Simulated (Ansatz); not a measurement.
# r2SCAN work function of a third face of Nb from its PBE value

PBE and r2SCAN are run on the same slabs. If the two track each other from face to face, two faces calibrate the third.

**Method.** Ansatz 0.2.0, plane waves with PAW datasets (its set soft_2) at their recommended cutoffs; symmetric slabs of 7 layers (11 for bcc (111)) cut at the tabulated experimental lattice constant, atoms at bulk places, 18 Å of vacuum, k-spacing 0.16 Å⁻¹ (2π included), Fermi-Dirac smearing of 0.1 eV, SCF threshold 1e-9 eV. The work function is the vacuum level less the Fermi level.

```
    run  PBE (eV)  r2SCAN (eV)
Nb(111)     3.412        3.364
Nb(100)     3.723            ?
Nb(110)     4.542        4.622
```

**Question.** What value belongs in the row marked “?”, and how far can the other rows tell?

Two rows fix a line: slope = (4.622 − 3.364) / (4.542 − 3.412) = 1.1133, intercept −0.4346. At 3.723 it gives 1.1133 × 3.723 + (−0.4346) = 3.710 eV. Rounding of the rows alone allows about ±0.001 eV there; two rows can't show whether the line holds.

The run itself gives 3.712 eV: a miss of +0.002 eV. The plain offset, r2SCAN less PBE, runs from −0.048 to +0.080 eV over the three faces.

**Limits.** Unrelaxed, unreconstructed faces at one geometry; neither value is a test against experiment.

[Logs are printed without paths, hosts, clocks, repeated set-up lines and the standing remarks that a program may print on its own settings, such as how far it seeks lower states.]
